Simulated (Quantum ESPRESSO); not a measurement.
# Magnetic state of Cr (Chromium) from several starts, part 2 of 2

Wanted: the moments of Cr (Chromium) and the energy of each order that was tried.

Quantum ESPRESSO 7.5; PBEsol; plane waves with GBRV 1.5 PBEsol potentials, no spin-orbit coupling.

So far: The starting structure; Run 1 (ferro +); Start 2: antiferro q=(0,0,1/2) +−.

## 3. Start 2: antiferro q=(0,0,1/2) +− (continued)

Valence density in the ac plane at fractional y = 0.000, with atoms of Cr within 0.2 Å of it. It is the smooth field of the valence electrons, not physical close to the nuclei.

Ten even steps from '0' (0 e/Å³) to '9' (16 e/Å³), each cell a mean:
```
89510000001597
84200000001479
21000000000133
00000000000011
00000000000000
00000000000000
00000000000000
00000000000000
00000000000000
12100000000001
66420000000013
99731000000149
17831000001387
39620000001594
97310000001489
52100000001256
10000000000112
00000000000000
00000000000000
00000000000000
00000000000000
00000000000000
01000000000000
33210000000002
98520000000136
68831000000279
07730000001594
```
Columns run along a (2.5 Å), rows up along c (5.0 Å). Atoms in or near the plane, at fractional coordinates: Cr at (0.00, 0.00), Cr at (0.00, 0.50).

## 4. Run 3 (antiferro q=(1/2,1/2,1/2) +−)

The cell is doubled to 2 atoms to hold this order.

pw.in reads:

```
&CONTROL
  calculation = 'scf'
  prefix = 'pwscf'
  outdir = './tmp'
  pseudo_dir = './pseudo'
  disk_io = 'nowf'
/
&SYSTEM
  ibrav = 0
  nat = 2
  ntyp = 2
  ecutwfc = 40
  ecutrho = 280
  nbnd = 21
  occupations = 'smearing'
  smearing = 'fd'
  degauss = 0.00734986
  nspin = 2
  starting_magnetization(1) = 0.1786
  starting_magnetization(2) = -0.1786
/
&ELECTRONS
  conv_thr = 4d-09
  electron_maxstep = 150
  mixing_beta = 0.3
/
ATOMIC_SPECIES
Cr1    51.9961 cr_pbesol_v1.5.uspp.F.UPF
Cr2    51.9961 cr_pbesol_v1.5.uspp.F.UPF
CELL_PARAMETERS angstrom
  -2.8839000000    2.8839000000    2.8839000000
   0.0000000000    0.0000000000    2.8839000000
   0.0000000000    2.8839000000    0.0000000000
ATOMIC_POSITIONS crystal
Cr1     0.0000000000    0.0000000000    0.0000000000
Cr2     0.5000000000    0.0000000000    0.0000000000
K_POINTS automatic
6 12 12 0 0 0
```

Run with:

```bash
$ OMP_NUM_THREADS=1 mpirun -n 4 pw.x -nk 4 -in pw.in > pw.out
```

The log of the run:

```text
     [... lines left out ...]
Program PWSCF v.7.5 starts
     [... lines left out ...]
     number of atoms/cell      =            2
     [... lines left out ...]
     number of electrons       =        28.00
     number of Kohn-Sham states=           21
     kinetic-energy cutoff     =      40.0000  Ry
     charge density cutoff     =     280.0000  Ry
     scf convergence threshold =      4.0E-09
     [... lines left out ...]
     48 Sym. Ops., with inversion, found
     [... lines left out ...]
     number of k points=    44  Fermi-Dirac smearing, width (Ry)=  0.0073
     [... lines left out ...]
     iteration # 15     ecut=    40.00 Ry     beta= 0.30
     [... lines left out ...]
     Magnetic moment per site  (integrated on atomic sphere of radius R)
     atom   1 (R=0.206)  charge= 12.2525  magn=  1.0527
     atom   2 (R=0.206)  charge= 12.2525  magn= -1.0527
     [... lines left out ...]
     the Fermi energy is    18.5077 ev
!    total energy              =    -350.77774715 Ry
     estimated scf accuracy    <          2.9E-09 Ry
     smearing contrib. (-TS)   =      -0.00202722 Ry
     [... lines left out ...]
     total magnetization       =    -0.00 Bohr mag/cell
     absolute magnetization    =     2.25 Bohr mag/cell
     convergence has been achieved in  15 iterations
```

It took 13 s on 4 MPI ranks of Arm Neoverse V1, shared host; peak memory 0.27 GiB.

Spin moment in the atom's sphere by atom:

| atom | spin moment in the atom's sphere (μB) |
| --- | --- |
| Cr1 | 1.05 |
| Cr2 | -1.05 |

Read from the output:

- smearing term TS: 0.02758 eV
- magnetization: 0 μB
- absolute magnetization: 2.253 μB
- final state: antiferromagnetic

## 5. Run 4 (no spin polarisation)

pw.in reads:

```
&CONTROL
  calculation = 'scf'
  prefix = 'pwscf'
  outdir = './tmp'
  pseudo_dir = './pseudo'
  disk_io = 'nowf'
/
&SYSTEM
  ibrav = 0
  nat = 1
  ntyp = 1
  ecutwfc = 40
  ecutrho = 280
  nbnd = 13
  occupations = 'smearing'
  smearing = 'fd'
  degauss = 0.00734986
/
&ELECTRONS
  conv_thr = 2d-09
  electron_maxstep = 150
  mixing_beta = 0.3
/
ATOMIC_SPECIES
Cr     51.9961 cr_pbesol_v1.5.uspp.F.UPF
CELL_PARAMETERS angstrom
  -1.4419500000    1.4419500000    1.4419500000
   1.4419500000   -1.4419500000    1.4419500000
   1.4419500000    1.4419500000   -1.4419500000
ATOMIC_POSITIONS crystal
Cr      0.0000000000    0.0000000000    0.0000000000
K_POINTS automatic
12 12 12 0 0 0
```

The log of the run:

```text
     [... lines left out ...]
Program PWSCF v.7.5 starts
     [... lines left out ...]
     number of atoms/cell      =            1
     [... lines left out ...]
     number of electrons       =        14.00
     number of Kohn-Sham states=           13
     kinetic-energy cutoff     =      40.0000  Ry
     charge density cutoff     =     280.0000  Ry
     scf convergence threshold =      2.0E-09
     [... lines left out ...]
     48 Sym. Ops., with inversion, found
     [... lines left out ...]
     number of k points=    72  Fermi-Dirac smearing, width (Ry)=  0.0073
     [... lines left out ...]
     iteration #  9     ecut=    40.00 Ry     beta= 0.30
     [... lines left out ...]
     the Fermi energy is    18.4830 ev
!    total energy              =    -175.38790032 Ry
     estimated scf accuracy    <          6.6E-10 Ry
     smearing contrib. (-TS)   =      -0.00176391 Ry
     [... lines left out ...]
     convergence has been achieved in   9 iterations
```

Wall time 1.7 s (4 MPI ranks); peak memory 0.05 GiB; 6.6 s of CPU time.

This step gave:

```
smearing term TS : 0.02400 eV
final state      : non-magnetic (no spin polarisation)
```

## 6. Ranking

An order is kept where moments of 0.15 μB or more survive with the typed signs; meshes match where a doubled cell samples the same k points as the first cell.

Orders:

```
                       start        final state  typed order kept  energy over the lowest (meV a seeded atom)  largest site moment (μB)  net moment (μB a cell of the first run)  mesh matched  CPU time (s)
                     ferro +       non-magnetic                no                                       13.26                         0                                        0           yes         12.44
    antiferro q=(0,0,1/2) +-       non-magnetic                no                                       13.26                         0                                        0           yes         97.04
antiferro q=(1/2,1/2,1/2) +-  antiferromagnetic               yes                                           0                     1.053                                        0           yes         50.56
        no spin polarisation       non-magnetic                 -                                       13.24                         0                                        0           yes           6.6
```

## 7. Results

```yaml
lowest_state_found: antiferromagnetic (from antiferro q=(1/2,1/2,1/2) +-)
largest_site_moment: 1.05 μB
state_without_moments: 13.2 meV a seeded atom higher
```

At this level spin polarisation gains little. 2 starts lost their moments. Only these 4 starts were compared; other wavevectors, canted and longer-period orders were not. Energies are free energies at an electronic temperature of 1160 K, which lowers moments and differences where the moments are itinerant.

[Logs and program files are shortened in this print: banners, set-up blocks, solver, clock and traceback lines can be left out without a mark of their own.]

[Logs are printed without paths, hosts, clocks, repeated set-up lines and the standing remarks that a program may print on its own settings, such as how far it seeks lower states.]

[Hosts, paths, dates, database ids (printed as entryN), source tags and the programs' standing remarks are cut or masked in the printed files.]

[Where a cell is said to come from a database of computed structures, the database is the Materials Project.]
